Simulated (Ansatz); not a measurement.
# RbYbF3 (Pm-3m): from the cell to its phonons

How does RbYbF3 (Pm-3m) vibrate, and is this structure a minimum?

Calculated with Ansatz 0.2.0; DFT PBEsol+U, scalar-relativistic, plane waves, PAW.

Report form: the programs' logs are mostly left out.

## (1) The structure

The structure is cubic, space group Pm-3m (No. 221). Conventional cell: a = 4.449 Å, b = 4.449 Å, c = 4.449 Å, α = 90.00°, β = 90.00°, γ = 90.00°. Nearest to Rb lie 12 F at 3.15 Å. Nearest to Yb lie 6 F at 2.22 Å. Nearest to F lie 2 Yb at 2.22 Å and 4 Rb at 3.15 Å. Farther neighbours and most contacts between anions are not listed.

## (2) Bringing the structure to rest

The cell and atoms are relaxed, since residual forces and stress would shift the frequencies.

Contents of input.yaml:

```yaml
crystal:
  lattice:
    - [4.448688, 0.0, 0.0]
    - [0.0, 4.448688, 0.0]
    - [0.0, 0.0, 4.448688]
  atoms:
    - { symbol: Rb, position: [0.0, 0.0, 0.0] }
    - { symbol: Yb, position: [0.5, 0.5, 0.5] }
    - { symbol: F, position: [0.0, 0.5, 0.5] }
    - { symbol: F, position: [0.5, 0.0, 0.5] }
    - { symbol: F, position: [0.5, 0.5, 0.0] }
kpoints:
  mp_grid: { grid: [6, 6, 6] }
hamiltonian:
  xc: pbesol
  hubbard: { sites: [{ species: Yb, l: f, u_eff: 6.0 }] }
scf:
  occupations: { method: gaussian, width: 0.02 }
output:
  forces: true
  stress: true
  eigenvalues: true
relax:
  adjacent_minimum: "off"
  f_tol: 0.005
  max_steps: 80
  cell: { stress_tol: 0.05 }
```

Started as:

```console
$ ansatz run input.yaml --threads 8 --pin off --max-ram 14336MiB --backend cpu --events-out ev --progress --plain --runs-dir out
```

The job ended after 4 s (8 threads of Intel Xeon Platinum 8488C (Sapphire Rapids), shared host; peak memory 0.62 GiB).

Step by step:

| step | energy less that of the first step (eV) | largest force component (eV/Å) | pressure (GPa) | volume (Å³) |
| --- | --- | --- | --- | --- |
| 1 | 0.0000 | 0.0000 | 3.71 | 88.04 |
| 2 | -0.0407 | 0.0000 | -0.03 | 93.04 |
| 3* | -0.0606 | 0.0000 | 0.36 | 93.04 |
| 4 | -0.0598 | 0.0000 | 0.06 | 93.55 |
| 5 | -0.0595 | 0.0000 | 0.00 | 93.65 |
| 6* | -0.0616 | 0.0000 | 0.02 | 93.65 |

Relaxation steps marked * repeat the geometry before them on a plane-wave basis chosen anew for their cell, so energy and pressure can jump there.

The run keeps the 48 symmetry operations that it works with, so distortions that break them were not tested.

| conventional cell, symmetrised | before | after | change |
| --- | --- | --- | --- |
| a (Å) | 4.449 | 4.541 | +2.1 % |
| b (Å) | 4.449 | 4.541 | +2.1 % |
| c (Å) | 4.449 | 4.541 | +2.1 % |
| volume (Å³/atom) | 17.61 | 18.73 | +6.4 % |

The relaxed structure:

```cif
data_structure
_symmetry_space_group_name_H-M 'P 1'
_symmetry_Int_Tables_number 1
_cell_length_a 4.5412
_cell_length_b 4.5412
_cell_length_c 4.5412
_cell_angle_alpha 90.000
_cell_angle_beta 90.000
_cell_angle_gamma 90.000
_cell_volume 93.65
loop_
_atom_site_label
_atom_site_type_symbol
_atom_site_fract_x
_atom_site_fract_y
_atom_site_fract_z
_atom_site_occupancy
Rb1 Rb 0.00000 0.00000 0.00000 1
Yb2 Yb 0.50000 0.50000 0.50000 1
F3 F 0.00000 0.50000 0.50000 1
F4 F 0.50000 0.00000 0.50000 1
F5 F 0.50000 0.50000 0.00000 1
```

This step gave:

| Property | Result |
| --- | --- |
| pressure | 0.01571 GPa |
| gap on the k-mesh | 1.043 eV |
| volume per atom | 18.73 Å³ |
| direct gap on mesh | 1.043 eV |

In this step the volume went from 17.61 to 18.73 Å³/atom.

## (3) Relaxing to small forces for the phonons

Phonons need a cell at rest on their own settings, so the relaxation is repeated with tight tolerances on forces and stress on the k mesh and occupations of the first response run.

Contents of input.yaml:

```yaml
crystal:
  lattice:
    - [4.5412360167, 0.0, 0.0]
    - [0.0, 4.5412360167, 0.0]
    - [0.0, 0.0, 4.5412360167]
  atoms:
    - { symbol: Rb, position: [0.0, 0.0, 0.0] }
    - { symbol: Yb, position: [0.5, 0.5, 0.5] }
    - { symbol: F, position: [0.0, 0.5, 0.5] }
    - { symbol: F, position: [0.5, 0.0, 0.5] }
    - { symbol: F, position: [0.5, 0.5, 0.0] }
kpoints:
  mp_grid: { grid: [8, 8, 8] }
hamiltonian:
  xc: pbesol
  hubbard: { sites: [{ species: Yb, l: f, u_eff: 6.0 }] }
scf:
  occupations: { method: fixed }
output:
  forces: true
  stress: true
  eigenvalues: true
  write_density: true
  write_potential: true
  elf: true
  volumetric_format: npy
relax:
  adjacent_minimum: "off"
  f_tol: 0.001
  max_steps: 60
  cell: { stress_tol: 0.01 }
```

The job ended after 3.3 s (8 threads; peak memory 0.69 GiB).

Little changed from the start: no atom moved by 0.005 Å and no cell edge by 0.1 %.

Numbers from this step:

- pressure: 0.001590 GPa
- volume per atom: 18.74 Å³

Valence density in the ac plane at fractional y = 0.500, with atoms of Yb and F within 0.2 Å of it. It is the smooth field of the valence electrons, not physical close to the nuclei.

Ten steps, logarithmic in the rise over the least value, from '0' (0 e/Å³) to '9' (34 e/Å³), each cell a mean:
```
00001367520000
00000244310000
00000112100000
10000122100000
32101345420012
64212578741135
76313699852247
75212689742146
43101366531123
11000123210001
00000011100000
00000123210000
00001356420000
00001477631000
```
Columns run along a (4.5 Å), rows up along c (4.5 Å). Atoms in or near the plane, at fractional coordinates: Yb at (0.50, 0.50), F at (0.00, 0.50), F at (0.50, 0.00).

Electrostatic potential energy in the ac plane at fractional y = 0.500, with atoms of Yb and F within 0.2 Å of it. With pseudopotentials it is smooth inside the atoms' cores, unlike the true potential.

Ten even steps from '0' (-42 eV) to '9' (11 eV), each cell a mean:
```
99999621389999
99999965799999
99999999999999
99999876789999
79998533468998
24886200147973
02785100036951
13886200037962
57997421258996
99998765689999
99999988899999
99999987899999
99999732499999
99999510279999
```
Columns run along a (4.5 Å; values clipped at the 3rd and 97th percentile), rows up along c (4.5 Å). Atoms in or near the plane, at fractional coordinates: Yb at (0.50, 0.50), F at (0.00, 0.50), F at (0.50, 0.00).

ELF in the ac plane at fractional y = 0.500, with atoms of Yb and F within 0.2 Å of it. It is the smooth field of the valence electrons, not physical close to the nuclei.

Ten even steps from '0' (0.00) to '9' (0.80), each cell a mean:
```
00037998995100
00014899963000
11001234320001
65200123210035
98502578741269
99714899972399
69815998983498
89814999972399
99612799851289
76300245420147
32000111100013
00003688752000
00026999985100
00037986996100
```
Columns run along a (4.5 Å), rows up along c (4.5 Å). Atoms in or near the plane, at fractional coordinates: Yb at (0.50, 0.50), F at (0.00, 0.50), F at (0.50, 0.00).

The forces vanish by symmetry and the pressure is 0.002 GPa, within the tolerances set. The cell now holds 18.74 Å³/atom.

## (4) Zone-centre response

The zone centre comes first: it holds the modes that light can see, as far as symmetry allows. The response to a homogeneous field gives the Born charges and the dielectric tensor.

Contents of input.yaml:

```yaml
crystal:
  lattice:
    - [4.5416503417, 0.0, 0.0]
    - [0.0, 4.5416503417, 0.0]
    - [0.0, 0.0, 4.5416503417]
  atoms:
    - { symbol: Rb, position: [0.0, 0.0, 0.0] }
    - { symbol: Yb, position: [0.5, 0.5, 0.5] }
    - { symbol: F, position: [0.0, 0.5, 0.5] }
    - { symbol: F, position: [0.5, 0.0, 0.5] }
    - { symbol: F, position: [0.5, 0.5, 0.0] }
kpoints:
  mp_grid: { grid: [8, 8, 8] }
hamiltonian:
  xc: pbesol
  hubbard: { sites: [{ species: Yb, l: f, u_eff: 6.0 }] }
scf:
  occupations: { method: fixed }
  convergence: { dr2_threshold: 1.0e-10 }
output:
  eigenvalues: true
phonons:
  method: dfpt
  dielectric: true
  rigid_motions: translations
```

Wall time 35 s (8 threads); peak memory 2.8 GiB; 3.9 min of CPU time.

This step gave:

| Property | Result |
| --- | --- |
| sum-rule residual before enforcement | 9.53e-4 eV/Å² |
| miss of the charge sum rule | 6.28e-4 e |
| estimated error of the dielectric tensor | 0.004434 |
| estimated error of the Born charges | 0.02484 e |
| point group | m-3m |
| highest optical mode at the zone centre (no LO-TO term) | 361.7 cm⁻¹ |
| lowest optical zone-centre mode | -21.11 cm⁻¹ |
| mean high-frequency dielectric constant | 2.328 |
| largest Born charge (third of the trace) | 2.409 e |
| top of the zone-centre spectrum with the field | 424.4 cm⁻¹ |

Without the LO-TO term. Patterns of degenerate modes are one choice out of their space. The modes at Γ (shares of kinetic energy by element, %) (negative means imaginary):

| mode | frequency (cm⁻¹) | symmetry | Rb % | Yb % | F % |
| --- | --- | --- | --- | --- | --- |
| 1 | -21.1 | T1u | 58 | 5 | 37 |
| 2 | -21.1 | T1u | 58 | 5 | 37 |
| 3 | -21.1 | T1u | 58 | 5 | 37 |
| 4 | 0.0 | acoustic | 27 | 55 | 18 |
| 5 | 0.0 | acoustic | 27 | 55 | 18 |
| 6 | 0.0 | acoustic | 27 | 55 | 18 |
| 7 | 33.2 | T2u | 0 | 0 | 100 |
| 8 | 33.2 | T2u | 0 | 0 | 100 |
| 9 | 33.2 | T2u | 0 | 0 | 100 |
| 10 | 104.8 | T1u | 15 | 34 | 51 |
| 11 | 104.8 | T1u | 15 | 34 | 51 |
| 12 | 104.8 | T1u | 15 | 34 | 51 |
| 13 | 361.7 | T1u | 0 | 6 | 94 |
| 14 | 361.7 | T1u | 0 | 6 | 94 |
| 15 | 361.7 | T1u | 0 | 6 | 94 |

Displacements in mode 3 (-21.1 cm⁻¹), the largest set to 1:
```
Rb1  0.05 -0.47  0.85
Yb2 -0.01  0.09 -0.17
F3  -0.02  0.55 -1.00
F4  -0.06  0.16 -1.00
F5  -0.06  0.55 -0.29
```

Displacements in mode 13 (361.7 cm⁻¹), the largest set to 1:
```
Rb1  0.00 -0.01 -0.01
Yb2  0.00 -0.09 -0.07
F3   0.00 -0.09 -0.08
F4   0.00  1.00 -0.08
F5   0.00 -0.09  0.86
```

Optical modes at the zone centre, without and with the macroscopic field of the longitudinal modes; each column is sorted by frequency, so a row need not hold one and the same mode. Modes with and without the field, by row:

| rank among optical modes | no field (cm⁻¹) | q along (1, 0, 0) (cm⁻¹) |
| --- | --- | --- |
| 1 | -21.1 | -21.1 |
| 2 | -21.1 | -21.1 |
| 3 | -21.1 | 33.2 |
| 4 | 33.2 | 33.2 |
| 5 | 33.2 | 33.2 |
| 6 | 33.2 | 70.5 |
| 7 | 104.8 | 104.8 |
| 8 | 104.8 | 104.8 |
| 9 | 104.8 | 168.7 |
| 10 | 361.7 | 361.7 |
| 11 | 361.7 | 361.7 |
| 12 | 361.7 | 424.4 |

Born charge (rows field, columns displacement) (e), principal values of the symmetric part by kind of site:

| atom | atoms with these values | low | middle | high | mean |
| --- | --- | --- | --- | --- | --- |
| Rb1 | 1 | 1.25 | 1.25 | 1.25 | 1.25 |
| Yb2 | 1 | 2.41 | 2.41 | 2.41 | 2.41 |
| F3 | 3 | -1.87 | -0.89 | -0.89 | -1.22 |

In full for F3:

```
-1.87  0.00  0.00
 0.00 -0.89  0.00
 0.00  0.00 -0.89
```

High-frequency dielectric tensor:

```
2.33 0.00 0.00
0.00 2.33 0.00
0.00 0.00 2.33
```

Transverse modes; imaginary modes are left out. Lines of the infrared spectrum (strongest = 100):

| position (cm⁻¹) | label | relative intensity |
| --- | --- | --- |
| 33 | T2u | 0.0 |
| 105 | T1u | 32 |
| 362 | T1u | 100 |

Before it was imposed, the acoustic sum rule was missed by 9.5e-4 eV/Å² and the charge sum rule by 6.3e-4 e. Small misses are needed for a sound result but don't prove that mesh and cutoff are converged. The lowest optical mode is imaginary, 21.1i cm⁻¹, so the energy falls along it.

## (5) Response at finite wavevector

Stability and thermal properties need the whole zone. Linear response on a 4×4×4 q mesh gives force constants as far as a supercell of that size would, and the tensors from the zone-centre run are typed in so that the long-range dipole term is interpolated apart.

input.yaml, the sections that differ from step 4:

```yaml
phonons:
  method: dfpt
  qmesh: [4, 4, 4]
  temperatures: { t_max: 1000, t_step: 50 }
  qpath:
    path:
      - [[0.0, 0.0, 0.0], [0.0, 0.5, 0.0], [0.5, 0.5, 0.0], [0.0, 0.0, 0.0], [0.5, 0.5, 0.5], [0.0, 0.5, 0.0]]
      - [[0.5, 0.5, 0.5], [0.5, 0.5, 0.0]]
    npoints: 10
  non_analytic_term:
    high_frequency_dielectric_tensor: [[2.3275, 0.0, 0.0], [0.0, 2.3275, 0.0], [0.0, 0.0, 2.3275]]
    born_effective_charges:
      - { species: Rb, tensor: [[1.2475, 0.0, 0.0], [0.0, 1.2475, 0.0], [0.0, 0.0, 1.2475]] }
      - { species: Yb, tensor: [[2.4086, 0.0, 0.0], [0.0, 2.4086, 0.0], [0.0, 0.0, 2.4086]] }
      - { species: F, tensor: [[-1.8694, 0.0, 0.0], [0.0, -0.8934, 0.0], [0.0, 0.0, -0.8934]] }
      - { species: F, tensor: [[-0.8934, 0.0, 0.0], [0.0, -1.8694, 0.0], [0.0, 0.0, -0.8934]] }
      - { species: F, tensor: [[-0.8934, 0.0, 0.0], [0.0, -0.8934, 0.0], [0.0, 0.0, -1.8694]] }
    source: "zone-centre run at this cell"
# crystal, kpoints, hamiltonian, scf, output: as in step 4
```

Elapsed: 8.4 min, on 8 threads; peak memory 5.9 GiB.

Numbers from this step:

| Item | Value |
| --- | --- |
| sum-rule residual before enforcement | 9.55e-4 eV/Å² |
| lowest frequency on the path | -81.10 cm⁻¹ |
| highest frequency on the path or at a solved wavevector | 478.3 cm⁻¹ |
| lowest mode on the q mesh (acoustic modes at Γ apart) | -81.1 cm⁻¹ |

Frequencies (cm⁻¹) solved at each irreducible wavevector; negative means imaginary. Frequencies by wavevector, by row:

| q in reciprocal lattice units | star | mode 1 | mode 2 | mode 3 | mode 4 | mode 13 | mode 14 | mode 15 |
| --- | --- | --- | --- | --- | --- | --- | --- | --- |
| 0 0 0 | 1 | -21.1 | -21.1 | -21.1 | 0 | 361.7 | 361.7 | 361.7 |
| 0 0 0.25 | 6 | 3.6 | 3.6 | 17.4 | 17.4 | 361.1 | 361.1 | 434.4 |
| 0 0 -0.5 | 3 | 19.2 | 19.2 | 22.6 | 22.6 | 360.5 | 360.5 | 443.4 |
| 0 0.25 0.25 | 12 | -43.6 | -21.6 | 20.9 | 40.9 | 360.5 | 376.6 | 444.1 |
| 0 0.25 -0.5 | 12 | -55.6 | -5.7 | 22.8 | 28.8 | 359.9 | 380.9 | 453.7 |
| 0 -0.5 -0.5 | 3 | -79.3 | -29.2 | -29.2 | 33.9 | 359.2 | 391 | 464.3 |
| 0.25 0.25 0.25 | 8 | -51.8 | -32.2 | -32.2 | 30 | 376.3 | 376.3 | 453.1 |
| 0.25 0.25 -0.5 | 12 | -62.2 | -45.9 | -33.1 | 25.3 | 376 | 383.2 | 462.2 |
| 0.25 -0.5 -0.5 | 6 | -80.2 | -55.2 | -55.2 | 32.1 | 378.6 | 390.8 | 471.1 |
| -0.5 -0.5 -0.5 | 1 | -81.1 | -81.1 | -81.1 | 28.1 | 390.7 | 390.7 | 478.3 |

Interpolated from a 4×4×4 q mesh, with the LO-TO term (at Γ the limit along the path; where Γ stands inside the path, tables give the limit on arrival). The phonon branches at the labelled points (cm⁻¹):

| point | branch 1 | branch 2 | branch 3 | branch 4 | branch 12 | branch 13 | branch 14 | branch 15 |
| --- | --- | --- | --- | --- | --- | --- | --- | --- |
| Γ | -21 | -21 | 0 | 0 | 169 | 362 | 362 | 424 |
| halfway | 4 | 4 | 17 | 17 | 180 | 361 | 361 | 434 |
| X | 19 | 19 | 23 | 23 | 192 | 360 | 360 | 443 |
| halfway | -56 | -6 | 23 | 29 | 191 | 360 | 381 | 454 |
| M | -79 | -29 | -29 | 34 | 191 | 359 | 391 | 464 |
| halfway | -44 | -22 | 21 | 41 | 184 | 360 | 377 | 444 |
| Γ | -21 | -21 | 0 | 0 | 169 | 362 | 362 | 424 |
| halfway | -52 | -32 | -32 | 30 | 183 | 376 | 376 | 453 |
| R | -81 | -81 | -81 | 28 | 173 | 391 | 391 | 478 |
| halfway | -62 | -46 | -33 | 25 | 186 | 376 | 383 | 462 |
| X | 19 | 19 | 23 | 23 | 192 | 360 | 360 | 443 |
| jump to R | -81 | -81 | -81 | 28 | 173 | 391 | 391 | 478 |
| halfway | -80 | -55 | -55 | 32 | 182 | 379 | 391 | 471 |
| M | -79 | -29 | -29 | 34 | 191 | 359 | 391 | 464 |

The phonon density of states has structure finer than the step of the table below, so its rows give means over 20 cm⁻¹, whole bins alone (the curve runs from -82.5 to 478 cm⁻¹). Peaks (cm⁻¹: height): -27.5: 0.0481, 27.5: 0.151, 47.5: 0.0719, 77.5: 0.0750, 107.5: 0.0730, 187.5: 0.0886, 362.5: 0.116.

Tetrahedra on a 16×16×16 mesh, mean over bins of 5 cm-1. Interpolated from a 4×4×4 q mesh. The phonon density of states by wavenumber; means over each step:

wavenumber (cm⁻¹), phonon density of states (1/cm⁻¹/cell) and a bar:
```
      -60      0.025 ##########
      -40      0.028 ############
      -20      0.037 ################
        0      0.017 #######
       20      0.064 ###########################
       40      0.072 ##############################
       60      0.048 ####################
       80      0.057 ########################
      100      0.059 #########################
      120      0.064 ###########################
      140      0.044 ###################
      160      0.022 #########
      180      0.040 #################
      200      0.010 ####
      220      0.000 
      240      0.000 
      260      0.000 
      280      0.000 
      300      0.000 
      320      0.000 
      340      0.000 
      360      0.045 ###################
      380      0.050 #####################
      400      0.005 ##
      420      0.002 #
      440      0.018 ########
      460      0.026 ###########
```

The partial phonon density of states has structure finer than the step of the table below, so its rows give means over 10 cm⁻¹, whole bins alone (the curve runs from -90.4 to 502 cm⁻¹). Peaks (cm⁻¹: height): F -49.4: 0.0271, -27.1: 0.0260, 28.8: 0.0285, 110.8: 0.0357, 185.3: 0.0532, 364.2: 0.0696, 457.4: 0.0283; Rb -23.3: 0.0264, 28.8: 0.0777; Yb 81.0: 0.0272, 129.4: 0.0348, 189.1: 0.00949.

Phonopy on the run's constants, 13x13x13 mesh, Gaussian sigma 4.2 cm-1. Interpolated from a 4×4×4 q mesh. Table of partial phonon density of states by wavenumber; means over each step; values in 1/cm⁻¹/cell:

| wavenumber (cm⁻¹) | F | Rb | Yb |
| --- | --- | --- | --- |
| -80 | 0.0142 | 1.8e-5 | 8.7e-6 |
| -70 | 0.0256 | 1.4e-4 | 3.6e-5 |
| -60 | 0.0231 | 4.3e-4 | 6.8e-5 |
| -50 | 0.0243 | 0.00167 | 1.0e-4 |
| -40 | 0.0185 | 0.00471 | 1.5e-4 |
| -30 | 0.0226 | 0.0185 | 2.7e-4 |
| -20 | 0.0183 | 0.0224 | 3.4e-4 |
| -10 | 0.00712 | 0.0117 | 2.3e-4 |
| 0 | 0.00406 | 0.00621 | 2.8e-4 |
| 10 | 0.00803 | 0.0135 | 0.00146 |
| 20 | 0.0155 | 0.0403 | 0.00589 |
| 30 | 0.0265 | 0.0662 | 0.0120 |
| 40 | 0.0231 | 0.0308 | 0.00976 |
| 50 | 0.0240 | 0.0230 | 0.0121 |
| 60 | 0.0185 | 0.0137 | 0.0148 |
| 70 | 0.0232 | 0.00909 | 0.0163 |
| 80 | 0.0281 | 0.00593 | 0.0248 |
| 90 | 0.0261 | 0.00293 | 0.0220 |
| 100 | 0.0312 | 0.00354 | 0.0267 |
| 110 | 0.0331 | 0.00454 | 0.0283 |
| 120 | 0.0265 | 0.00399 | 0.0318 |
| 130 | 0.0229 | 0.00390 | 0.0323 |
| 140 | 0.0196 | 0.00395 | 0.0192 |
| 150 | 0.0195 | 0.00376 | 0.0125 |
| 160 | 0.0149 | 0.00195 | 0.00424 |
| 170 | 0.0125 | 7.9e-4 | 0.00113 |
| 180 | 0.0344 | 0.00112 | 0.00508 |
| 190 | 0.0384 | 8.8e-4 | 0.00749 |
| 200 | 0.00477 | 8.1e-5 | 0.00107 |
| 210 | 1.5e-5 | 0 | 4.1e-6 |
| 220 | 0 | 0 | 0 |
| 230 | 0 | 0 | 0 |
| 240 | 0 | 0 | 0 |
| 250 | 0 | 0 | 0 |
| 260 | 0 | 0 | 0 |
| 270 | 0 | 0 | 0 |
| 280 | 0 | 0 | 0 |
| 290 | 0 | 0 | 0 |
| 300 | 0 | 0 | 0 |
| 310 | 0 | 0 | 0 |
| 320 | 0 | 0 | 0 |
| 330 | 0 | 0 | 0 |
| 340 | 9.6e-6 | 0 | 0 |
| 350 | 0.00508 | 0 | 3.3e-4 |
| 360 | 0.0476 | 0 | 0.00294 |
| 370 | 0.0574 | 0 | 0.00277 |
| 380 | 0.0483 | 0 | 0.00114 |
| 390 | 0.0310 | 0 | 3.1e-4 |
| 400 | 0.00298 | 0 | 1.3e-5 |
| 410 | 2.3e-5 | 0 | 1.2e-6 |
| 420 | 0.00109 | 6.7e-6 | 8.3e-5 |
| 430 | 0.00670 | 4.2e-5 | 4.0e-4 |
| 440 | 0.0179 | 7.3e-5 | 5.7e-4 |
| 450 | 0.0267 | 6.8e-5 | 5.2e-4 |
| 460 | 0.0270 | 3.4e-5 | 3.5e-4 |
| 470 | 0.0150 | 7.2e-6 | 1.3e-4 |
| 480 | 0.00314 | 0 | 1.7e-5 |
| 490 | 9.8e-5 | 0 | 0 |

Symmetry leaves 10 wavevectors to solve. The lowest mode among them, the acoustic zeros apart, lies at q = (-0.5, -0.5, -0.5) and is imaginary, 81.1i cm⁻¹, so the energy falls along it.

## (6) Outcome

| Property | Result |
| --- | --- |
| space group after relaxation (within 0.01 Å) | Pm-3m |
| volume per atom | 18.7 Å³ |
| gap on the k-mesh | 1.04 eV |
| highest optical mode at the zone centre (no LO-TO term) | 362 cm⁻¹ |
| top of the zone-centre spectrum with the field | 424 cm⁻¹ |
| lowest optical zone-centre mode | -21.1 cm⁻¹ |
| mean high-frequency dielectric constant | 2.33 |
| largest Born charge (third of the trace) | 2.41 e |
| lowest mode on the q mesh (acoustic modes at Γ apart) | -81.1 cm⁻¹ |
| highest frequency on the path or at a solved wavevector | 478 cm⁻¹ |
| imaginary modes on the 4×4×4 q mesh | yes |

Modes are clearly imaginary (beyond 10i cm⁻¹) at 8 of the 10 irreducible wavevectors, most at q = (-0.5, -0.5, -0.5) (81.1i cm⁻¹), so this structure is not a minimum of the energy. Without the field, the optical modes at Γ span -21 to 362 cm⁻¹ (negative means imaginary). The highest mode in this list at Γ, 361.7 cm⁻¹, is mostly motion of F (94 % of the kinetic energy). With the macroscopic field of the longitudinal modes the top of the zone-centre spectrum lies at 424 cm⁻¹, against 362 cm⁻¹ without it. Among the real modes, the strongest infrared line is at 362 cm⁻¹. Spin-orbit coupling is left out, which can matter for the heavy elements here. These are harmonic frequencies at zero temperature: anharmonic shifts, linewidths and thermal expansion are left out.

[Logs are printed without paths, hosts, clocks, repeated set-up lines and the standing remarks that a program may print on its own settings, such as how far it seeks lower states.]

[Hosts, paths, dates, database ids (printed as entryN), source tags and the programs' standing remarks are cut or masked in the printed files.]
